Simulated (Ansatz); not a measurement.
# HfPbSO2 (built on the sites of a database entry of HfPbO3): phonons and vibrational spectra, part 2 of 2

Aim: the phonons of HfPbSO2 (built on the sites of a database entry of HfPbO3) at a cell relaxed beforehand at this level. After the zone centre comes a 2×4×4 q mesh on a 6×8×8 k mesh.

Ansatz 0.2.0; DFT PBEsol, scalar-relativistic, plane waves, PAW.

So far. Step 2 (Linear response at the zone centre): Before it was imposed, the acoustic sum rule was missed by 9.1e-5 eV/Å² and the charge sum rule by 0.0045 e. Small misses are needed for a sound result but don't prove that mesh and cutoff are converged. The lowest optical mode is imaginary, 170.2i cm⁻¹, so the energy falls along it.

The structure was built from a prototype and need not be the compound's stable phase.

## 3. Response at finite wavevector

Stability and thermal properties need the whole zone. Linear response on a 2×4×4 q mesh gives force constants as far as a supercell of that size would, and the tensors from the zone-centre run are typed in so that the long-range dipole term is interpolated apart.

Contents of input.yaml:

```yaml
crystal:
  lattice:
    - [5.112178275, 0.0, 0.0]
    - [0.0, 4.0961772096, 0.0]
    - [0.0, 0.0, 4.0961772096]
  atoms:
    - { symbol: Hf, position: [0.5, 0.5, 0.5] }
    - { symbol: Pb, position: [0.0, 0.0, 0.0] }
    - { symbol: S, position: [0.0, 0.5, 0.5] }
    - { symbol: O, position: [0.5, 0.0, 0.5] }
    - { symbol: O, position: [0.5, 0.5, 0.0] }
kpoints:
  mp_grid: { grid: [6, 8, 8] }
hamiltonian:
  xc: pbesol
scf:
  occupations: { method: fixed }
output:
  eigenvalues: true
phonons:
  method: dfpt
  qmesh: [2, 4, 4]
  temperatures: { t_max: 1000, t_step: 50 }
  qpath:
    path:
      - [[0.0, 0.0, 0.0], [0.0, 0.0, 0.5], [0.0, 0.5, 0.5], [0.0, 0.0, 0.0], [0.5, 0.0, 0.0], [0.5, 0.0, 0.5], [0.5, 0.5, 0.5], [0.5, 0.0, 0.0]]
      - [[0.0, 0.0, 0.5], [0.5, 0.0, 0.5]]
      - [[0.0, 0.5, 0.5], [0.5, 0.5, 0.5]]
    npoints: 10
  non_analytic_term:
    high_frequency_dielectric_tensor: [[7.0598, 0.0, 0.0], [0.0, 10.8852, 0.0], [0.0, 0.0, 10.8852]]
    born_effective_charges:
      - { species: Hf, tensor: [[5.0627, 0.0, 0.0], [0.0, 6.4774, 0.0], [0.0, 0.0, 6.4774]] }
      - { species: Pb, tensor: [[2.9055, 0.0, 0.0], [0.0, 5.1354, 0.0], [0.0, 0.0, 5.1354]] }
      - { species: S, tensor: [[-3.2555, 0.0, 0.0], [0.0, -3.9495, 0.0], [0.0, 0.0, -3.9495]] }
      - { species: O, tensor: [[-2.3564, 0.0, 0.0], [0.0, -5.9158, 0.0], [0.0, 0.0, -1.7475]] }
      - { species: O, tensor: [[-2.3564, 0.0, 0.0], [0.0, -1.7475, 0.0], [0.0, 0.0, -5.9158]] }
    source: "zone-centre run at this cell"
```

On the command line:

```bash
$ ansatz run input.yaml --threads 8 --pin off --max-ram 14336MiB --backend cpu --events-out ev --progress --plain --runs-dir out
```

Numbers of over 12 decimals in the logs are rounded to 6 here.

Log:

```text
[...]
Crystal: 5 atoms, lattice volume = 85.776 Å³
Basis set: ecut = 420 eV, 1673 PW (Γ), exchange–correlation on 72×60×60 points (8 copies of the dense FFT grid, shifted against one another)
Bands: 35, of which v1, the nominal top of the filled ones, is band 29 counted from 1 (28 counted from 0)
Symmetry: 16 space group operations
k-points: 60 of 384
[...]
SCF iter   1: F=—  HF=-29364.465983 eV  |F-HF|=—  |Δ(HF+E_count)|=         —  Δρ=1.18e-2  dr2=1.19e-1  ethr=1.77e-3  ⟨swp⟩=4.8  Hψ=7025  notcnv=0  defer=215
[...]
SCF iter  12: F=-29364.433056 eV  HF=-29364.433056 eV  |F-HF|=7.28e-12  |Δ(HF+E_count)|=    0.00e0  Δρ=8.83e-8  dr2=5.77e-12  ethr=1.00e-12  ⟨swp⟩=5.2  Hψ=8937  notcnv=0
SCF 1 converged in 12 iterations: F = -29364.433056 eV  dr2 = 5.77e-12
[...]
NSCF: frozen V_eff on 60 k-points
[...]
DFPT response loops at q = (0, 0, 0) (fractional): preconditioner auto → Resta (q_TF=auto, 2.556 Å⁻¹)  ε∞=6.7 (no band partly filled); β = 1.00, the filter's whole step (`scf.mixing.beta` (0.50) is not read by the response loops at its default; to damp them type it under 1.00, their step now; it binds the ground state too); Broyden in place of MSR1
[...]
SCF converged after 12 iterations
Free energy (F): -29364.433056 eV
[...]
Internal energy: -29364.433056 eV  (E = F + TS)
E sigma→0 (E₀):  -29364.433056 eV
Fermi energy:    10.665775 eV
[...]
--- Band table (eV; the first three rows and the last of 60) ---
  k-point 0: bands = [... 25 lower, 9.1767, 9.8798, 9.9152, 9.9152, 13.0211, 13.0211, 14.2504, 14.3141, ... 2 higher]
  k-point 1: bands = [... 25 lower, 9.0699, 9.5889, 9.7760, 9.7772, 13.0376, 13.3616, 14.2558, 14.6217, ... 2 higher]
  k-point 2: bands = [... 25 lower, 9.0655, 9.2669, 9.6099, 9.7097, 13.0784, 13.6851, 13.9847, 14.5438, ... 2 higher]
  k-point 59: bands = [... 25 lower, 6.6770, 9.2306, 9.2306, 10.5232, 14.3209, 16.2825, 16.2825, 16.7162, ... 2 higher]
--- Phonons (Γ-DFPT): 9 representative perturbations + reference (Σ response iterations 27) ---
  ASR residual: 9.836e-5 → 0.000e0 eV/Å²; symmetrization residual: 5.305e-6 eV/Å²
  ASR residual per site (eV/Å²): 1.62e-5 1.19e-5 2.66e-5 9.84e-5 9.84e-5
[...]
--- Phonons (arbitrary-q DFPT): 12 irreducible q on the 2×4×4 mesh ---
  q = [0.0000, 0.0000, 0.0000] (star 1, of the zone-centre solve; hermiticity 8.54e-7, symmetrization 5.72e-13): -170.25 -121.01 -10.72 -10.72 -0.00 -0.00 0.00 118.17 118.17 127.01 166.52 166.52 342.49 489.61 489.61
  q = [0.0000, 0.0000, 0.2500] (star 4, 15 solved perturbations on 160 of 384 k-point pairs; hermiticity 3.44e-7, symmetrization 5.24e-14): -137.10 -85.27 35.98 57.49 58.34 78.68 128.70 143.55 181.24 215.24 216.08 277.29 339.75 484.51 699.75
[...]
q = [0.0000, 0.2500, 0.2500] (star 4, 9 solved perturbations in 1968 linear systems a pass and spin channel, the states on 256 of 384 k-point pairs; hermiticity 2.86e-7, symmetrization 2.47e-13): -80.00 21.31 54.24 54.63 81.20 89.49 144.98 149.27 156.15 172.11 230.06 321.90 336.49 556.41 745.21
[...]
sum rule: each row above includes the acoustic sum rule's correction from the zone centre's row sums; it moved no ω² by more than (1.29 cm⁻¹)²
  mesh force constants: q→R imaginary residual 1.93e-18; ASR residual 9.836e-5 → 0.000e0 eV/Å²; symmetrization residual 1.421e-14 eV/Å²
  interpolated dispersion: 94 rows × 15 modes
  density of states and harmonic sums: on the 12×16×16 q-mesh, interpolated from the force constants of a 2×4×4 supercell (with the dipole–dipole term of supplied tensors)
  largest difference from the sums on the solved wave vectors: F 3.79e-2 eV, S 4.75e-5 and C_V 1.43e-5 eV/K
  zero-point energy: 0.194335 eV/cell   skipped modes (ω ≤ 0): 697, of them read as no rigid motion or as one in doubt: 694 (2.174e0 modes/cell left out, lowest -170.25 cm⁻¹)   left out of the sums: 1.45e-1 of the cell's modes: C_V's classical limit lies that fraction below 3 k_B per atom; for a crystal, a wire or a layer, F and S can be off by more, and a phonons.interpolated_qmesh denser along its periods is the remedy for the sampling
```

It took 5.6 min on 8 threads of AMD EPYC 9R45, shared host; peak memory 2.2 GiB; 41 min of CPU time.

This step gave:

- sum-rule residual before enforcement: 9.84e-5 eV/Å²
- lowest frequency on the path: -170.2 cm⁻¹
- highest frequency on the path or at a solved wavevector: 811.3 cm⁻¹
- lowest mode on the q mesh (acoustic modes at Γ apart): -170.2 cm⁻¹

Frequencies (cm⁻¹) solved at each irreducible wavevector; negative means imaginary. Frequencies by wavevector, by row:

```csv
q in reciprocal lattice units,star,mode 1,mode 2,mode 3,mode 4,mode 13,mode 14,mode 15
0 0 0,1,-170.2,-121,-10.7,-10.7,342.5,489.6,489.6
0 0 0.25,4,-137.1,-85.3,36,57.5,339.8,484.5,699.8
0 0 -0.5,2,-123.7,-71.8,51,63.3,335.4,478.2,757.5
0 0.25 0.25,4,-80,21.3,54.2,54.6,336.5,556.4,745.2
0 0.25 -0.5,4,-63.1,30,43.7,75,342.6,569.3,782.7
0 -0.5 -0.5,1,-126.3,-51.5,47.1,47.1,366.2,600.5,811.3
-0.5 0 0,1,-138.9,32.4,32.4,34.5,382.5,492.2,492.2
-0.5 0 0.25,4,-109,-55.1,46.9,66.9,370.3,487,652.2
-0.5 0 -0.5,2,-78.5,-64.4,57.5,72.2,367.9,480.6,736.3
-0.5 0.25 0.25,4,-101.7,-58.4,43,87.1,365.5,551.5,706.1
-0.5 0.25 -0.5,4,-70.2,-64.1,-43,68.2,363.8,563.5,761.7
-0.5 -0.5 -0.5,1,-127.3,-89.3,-89.3,-60.4,362.1,594.4,793.8
```

Interpolated from a 2×4×4 q mesh, with the LO-TO term (at Γ the limit along the path; where Γ stands inside the path, tables give the limit on arrival). Phonon branches along the path, in cm⁻¹:

```
    point  branch 1  branch 2  branch 3  branch 4  branch 12  branch 13  branch 14  branch 15
        Γ      -170      -121       -11         0        266        342        490        593
  halfway      -137       -85        36        58        277        340        484        700
        X      -124       -72        51        63        290        335        478        758
  halfway       -63        30        44        75        332        343        569        783
        M      -126       -52        47        47        327        366        600        811
  halfway       -80        21        54        55        322        336        556        745
        Γ      -170      -121       -11         0        266        342        490        593
  halfway      -155        19        22        22        284        378        491        491
        Z      -139        32        32        34        290        382        492        492
  halfway      -109       -55        47        67        277        370        487        652
        R       -78       -64        57        72        277        368        481        736
  halfway       -70       -64       -43        68        335        364        563        762
        A      -127       -89       -89       -60        360        362        594        794
  halfway      -102       -58        43        87        308        366        552        706
        Z      -139        32        32        34        290        382        492        492
jump to X      -124       -72        51        63        290        335        478        758
  halfway       -93       -70        54        68        285        352        479        747
        R       -78       -64        57        72        277        368        481        736
jump to M      -126       -52        47        47        327        366        600        811
  halfway      -127       -56       -47       -47        345        363        598        802
        A      -127       -89       -89       -60        360        362        594        794
```

Tetrahedra on a 12×16×16 mesh, mean over bins of 10 cm-1. Interpolated from a 2×4×4 q mesh. Phonon density of states against wavenumber; read off at these points:

```csv
wavenumber (cm⁻¹),phonon density of states (1/cm⁻¹/cell)
-175,0
-145,0.00303
-125,0.008
-95,0.0163
-65,0.0568
-45,0.00794
-15,0.0033
15,0.00504
35,0.0225
45,0.0524
65,0.0298
75,0.0464
95,0.0377
115,0.0485
145,0.0382
165,0.0541
175,0.0484
195,0.0391
225,0.0229
255,0.0165
275,0.0164
305,0.00933
335,0.0274
365,0.0296
385,1.1e-4
415,0
445,0
465,0
495,0.0177
525,0.00735
545,0.00712
575,0.00752
605,0.00133
625,0.00159
655,0.00208
685,0.00291
705,0.00395
735,0.00873
765,0.00752
785,0.00603
815,5.0e-5
```

The partial phonon density of states has structure finer than the step of the table below, so its rows give means over 25 cm⁻¹, whole bins alone (the curve runs from -180 to 844 cm⁻¹). Peaks (cm⁻¹: height): Hf 84.0: 0.0207, 154.8: 0.0177, 206.4: 0.0161; O 167.7: 0.0194, 283.7: 0.0118, 496.4: 0.0161, 528.6: 0.0113; Pb -64.3: 0.0375, 45.3: 0.0319; S 206.4: 0.0160, 354.6: 0.0224.

Phonopy on the run's constants, 11x13x13 mesh, Gaussian sigma 7.3 cm-1. Interpolated from a 2×4×4 q mesh. The partial phonon density of states by wavenumber; means over each step; values in 1/cm⁻¹/cell:

```csv
wavenumber (cm⁻¹),Hf,O,Pb,S
-150,1.1e-5,0.00266,4.1e-5,3.0e-5
-125,1.5e-4,0.00721,6.0e-4,3.0e-4
-100,3.4e-4,0.00985,0.00420,9.2e-4
-75,4.8e-4,0.00852,0.0243,0.00138
-50,3.1e-4,0.00388,0.0161,6.4e-4
-25,1.0e-4,0.00131,0.00226,2.1e-4
0,1.7e-4,3.6e-4,0.00165,1.5e-4
25,0.00154,0.00164,0.0116,6.4e-4
50,0.00725,0.00356,0.0260,9.1e-4
75,0.0187,0.00576,0.0123,9.1e-4
100,0.0189,0.0112,0.00853,0.00249
125,0.0146,0.0123,0.00447,0.00464
150,0.0154,0.0146,0.00269,0.0106
175,0.0148,0.0164,0.00296,0.0143
200,0.0142,0.00963,0.00108,0.0155
225,0.00691,0.00844,4.0e-4,0.0131
250,0.00100,0.00786,2.7e-4,0.00970
275,0.00146,0.00903,3.4e-4,0.00474
300,0.00109,0.00900,1.2e-4,0.00104
325,7.0e-4,0.00837,4.3e-5,0.00668
350,7.3e-4,0.00803,2.9e-5,0.0212
375,9.7e-5,0.00149,6.9e-6,0.00936
400,1.2e-6,3.5e-6,0,1.2e-4
425,0,0,0,0
450,9.6e-7,3.4e-5,0,0
475,9.7e-5,0.00474,0,2.6e-5
500,2.1e-4,0.0115,0,5.4e-5
525,1.2e-4,0.00826,0,4.0e-5
550,6.3e-5,0.00616,0,2.4e-5
575,5.2e-5,0.00758,0,3.1e-5
600,3.9e-5,0.00464,0,2.7e-5
625,3.6e-5,0.00130,0,2.1e-5
650,5.2e-5,0.00218,2.6e-6,3.5e-5
675,5.1e-5,0.00230,8.6e-7,2.8e-5
700,6.0e-5,0.00368,4.3e-6,4.0e-5
725,6.7e-5,0.00628,7.5e-6,5.3e-5
750,6.3e-5,0.00935,9.6e-6,5.5e-5
775,4.2e-5,0.00671,9.0e-7,3.3e-5
800,1.3e-5,0.00358,0,1.3e-5
825,0,2.2e-4,0,0
```

Symmetry leaves 12 wavevectors to solve. The lowest mode among them, the acoustic zeros apart, lies at Γ and is imaginary, 170.2i cm⁻¹, so the energy falls along it.

## 4. Another isotope, element Hf, natural mass 178.486 amu

An isotope changes the mass and not the force constants, so no new electronic calculation is needed; the shifts show which modes move this element.

The same force constants with the mass of Hf changed from 178.486 to 173.940 u (phonopy, no LO-TO term). Both lists are sorted by frequency; levels can cross, so a row need not hold one and the same mode. Modes under 3 cm⁻¹ are left out. Isotope shifts, by row, the first 40 of 57 rows:

```
       q  rank  natural mass (cm⁻¹)  changed mass (cm⁻¹)
   0 0 0     1               -170.2               -170.2
   0 0 0     2                 -121               -121.1
   0 0 0     3               -10.72               -10.76
   0 0 0     4               -10.72               -10.76
   0 0 0     8                118.2                118.5
   0 0 0     9                118.2                118.5
   0 0 0    10                  127                127.8
   0 0 0    11                166.5                166.7
   0 0 0    12                166.5                166.7
   0 0 0    13                342.5                342.7
   0 0 0    14                489.6                489.7
   0 0 0    15                489.6                489.7
0 0 0.25     1               -137.1               -137.2
0 0 0.25     2               -85.27               -85.27
0 0 0.25     3                35.98                35.99
0 0 0.25     4                57.49                58.17
0 0 0.25     5                58.34                58.83
0 0 0.25     6                78.68                78.68
0 0 0.25     7                128.7                  130
0 0 0.25     8                143.6                  144
0 0 0.25     9                181.2                181.3
0 0 0.25    10                215.2                215.3
0 0 0.25    11                216.1                216.2
0 0 0.25    12                277.3                277.8
0 0 0.25    13                339.8                  340
0 0 0.25    14                484.5                484.6
0 0 0.25    15                699.8                699.9
0 0 -0.5     1               -123.7               -123.8
0 0 -0.5     2                -71.8                -71.8
0 0 -0.5     3                51.05                51.05
0 0 -0.5     4                63.26                64.07
0 0 -0.5     5                93.55                94.61
0 0 -0.5     6                109.6                109.6
0 0 -0.5     7                169.3                170.8
0 0 -0.5     8                179.2                179.2
0 0 -0.5     9                215.9                215.9
0 0 -0.5    10                232.1                232.2
0 0 -0.5    11                  255                  255
0 0 -0.5    12                289.6                290.6
0 0 -0.5    13                335.4                335.7
```

A mode of this element alone would shift by +1.30 %. The highest zone-centre frequency without the field goes from 489.6 to 489.7 cm⁻¹ (+0.0 %).

## 5. Isotope substitution, element O, natural mass 15.999 amu

The same for O, from 16.00 to 18.00 u.

The same force constants with the mass of O changed from 15.999 to 17.999 u (phonopy, no LO-TO term). Both lists are sorted by frequency; levels can cross, so a row need not hold one and the same mode. Modes under 3 cm⁻¹ are left out. Isotope shifts, by row, the first 40 of 57 rows:

```csv
q,rank,natural mass (cm⁻¹),changed mass (cm⁻¹)
0 0 0,1,-170.2,-160.5
0 0 0,2,-121,-117.7
0 0 0,3,-10.72,-10.58
0 0 0,4,-10.72,-10.58
0 0 0,8,118.2,116.7
0 0 0,9,118.2,116.7
0 0 0,10,127,124.5
0 0 0,11,166.5,161.5
0 0 0,12,166.5,161.5
0 0 0,13,342.5,340.1
0 0 0,14,489.6,462.4
0 0 0,15,489.6,462.4
0 0 0.25,1,-137.1,-130.1
0 0 0.25,2,-85.27,-83.94
0 0 0.25,3,35.98,35.96
0 0 0.25,4,57.49,57.27
0 0 0.25,5,58.34,57.78
0 0 0.25,6,78.68,78.67
0 0 0.25,7,128.7,127.1
0 0 0.25,8,143.6,138.6
0 0 0.25,9,181.2,178.2
0 0 0.25,10,215.2,206.9
0 0 0.25,11,216.1,212.5
0 0 0.25,12,277.3,268.7
0 0 0.25,13,339.8,337.9
0 0 0.25,14,484.5,457.7
0 0 0.25,15,699.8,660.8
0 0 -0.5,1,-123.7,-117.7
0 0 -0.5,2,-71.8,-71.52
0 0 -0.5,3,51.05,51.02
0 0 -0.5,4,63.26,63.17
0 0 -0.5,5,93.55,92.97
0 0 -0.5,6,109.6,109.5
0 0 -0.5,7,169.3,166.1
0 0 -0.5,8,179.2,169.6
0 0 -0.5,9,215.9,215.7
0 0 -0.5,10,232.1,230.8
0 0 -0.5,11,255,240.6
0 0 -0.5,12,289.6,280.1
0 0 -0.5,13,335.4,334.4
```

A mode of this element alone would shift by -5.72 %. The highest zone-centre frequency without the field goes from 489.6 to 462.4 cm⁻¹ (-5.6 %).

## 6. Another isotope, element Pb, natural mass 207.2 amu

The same for Pb, from 207.20 to 203.97 u.

The same force constants with the mass of Pb changed from 207.200 to 203.973 u (phonopy, no LO-TO term). Both lists are sorted by frequency; levels can cross, so a row need not hold one and the same mode. Modes under 3 cm⁻¹ are left out. Isotope shifts, by row, the first 40 of 57 rows:

```
       q  rank  natural mass (cm⁻¹)  changed mass (cm⁻¹)
   0 0 0     1               -170.2               -170.2
   0 0 0     2                 -121               -121.4
   0 0 0     3               -10.72               -10.76
   0 0 0     4               -10.72               -10.76
   0 0 0     8                118.2                118.2
   0 0 0     9                118.2                118.2
   0 0 0    10                  127                127.2
   0 0 0    11                166.5                166.6
   0 0 0    12                166.5                166.6
   0 0 0    13                342.5                342.5
   0 0 0    14                489.6                489.6
   0 0 0    15                489.6                489.6
0 0 0.25     1               -137.1               -137.1
0 0 0.25     2               -85.27               -85.75
0 0 0.25     3                35.98                36.24
0 0 0.25     4                57.49                57.51
0 0 0.25     5                58.34                58.39
0 0 0.25     6                78.68                79.26
0 0 0.25     7                128.7                128.7
0 0 0.25     8                143.6                143.7
0 0 0.25     9                181.2                181.2
0 0 0.25    10                215.2                215.3
0 0 0.25    11                216.1                216.2
0 0 0.25    12                277.3                277.3
0 0 0.25    13                339.8                339.8
0 0 0.25    14                484.5                484.5
0 0 0.25    15                699.8                699.8
0 0 -0.5     1               -123.7               -123.7
0 0 -0.5     2                -71.8               -72.33
0 0 -0.5     3                51.05                51.44
0 0 -0.5     4                63.26                63.26
0 0 -0.5     5                93.55                93.55
0 0 -0.5     6                109.6                110.4
0 0 -0.5     7                169.3                169.3
0 0 -0.5     8                179.2                179.3
0 0 -0.5     9                215.9                215.9
0 0 -0.5    10                232.1                232.1
0 0 -0.5    11                  255                  255
0 0 -0.5    12                289.6                289.6
0 0 -0.5    13                335.4                335.4
```

A mode of this element alone would shift by +0.79 %. The highest zone-centre frequency without the field goes from 489.6 to 489.6 cm⁻¹ (+0.0 %).

## 7. Another isotope, element S, natural mass 32.06 amu

The same for S, from 32.06 to 33.97 u.

A mode of this element alone would shift by -2.85 %. The highest zone-centre frequency without the field goes from 489.6 to 489.5 cm⁻¹ (-0.0 %).

## 8. Results

```json
{
  "space group (within 0.01 Å)": "P4/mmm",
  "volume per atom": "17.2 Å³",
  "gap on the k-mesh": "1.33 eV",
  "highest optical mode at the zone centre (no LO-TO term)": "490 cm⁻¹",
  "top of the zone-centre spectrum with the field": "593 cm⁻¹",
  "lowest optical zone-centre mode": "-170 cm⁻¹",
  "mean high-frequency dielectric constant": "9.61",
  "largest Born charge (third of the trace)": "6.01 e",
  "lowest mode on the q mesh (acoustic modes at Γ apart)": "-170 cm⁻¹",
  "highest frequency on the path or at a solved wavevector": "811 cm⁻¹",
  "imaginary modes on the 2×4×4 q mesh": "yes"
}
```

What this shows: Modes are clearly imaginary (beyond 10i cm⁻¹) at 12 of the 12 irreducible wavevectors, most at Γ (170.2i cm⁻¹), so this structure is not a minimum of the energy. Without the field, the optical modes at Γ span -170 to 490 cm⁻¹ (negative means imaginary). The highest mode in this list at Γ, 489.6 cm⁻¹, is mostly motion of O (97 % of the kinetic energy). With the macroscopic field of the longitudinal modes the top of the zone-centre spectrum lies at 593 cm⁻¹, against 490 cm⁻¹ without it. Among the real modes, the strongest infrared line is at 490 cm⁻¹. With the field response the log warns that the k mesh is coarse for the force constants too, so the frequencies may not be converged. Spin-orbit coupling is left out, which can matter for the heavy elements here. The starting cell was built on a prototype and not taken from a measurement, so the phase need not exist. These are harmonic frequencies at zero temperature: anharmonic shifts, linewidths and thermal expansion are left out.

[Logs are printed without paths, hosts, clocks, repeated set-up lines and the standing remarks that a program may print on its own settings, such as how far it seeks lower states.]

[Hosts, paths, dates, database ids (printed as entryN), source tags and the programs' standing remarks are cut or masked in the printed files.]
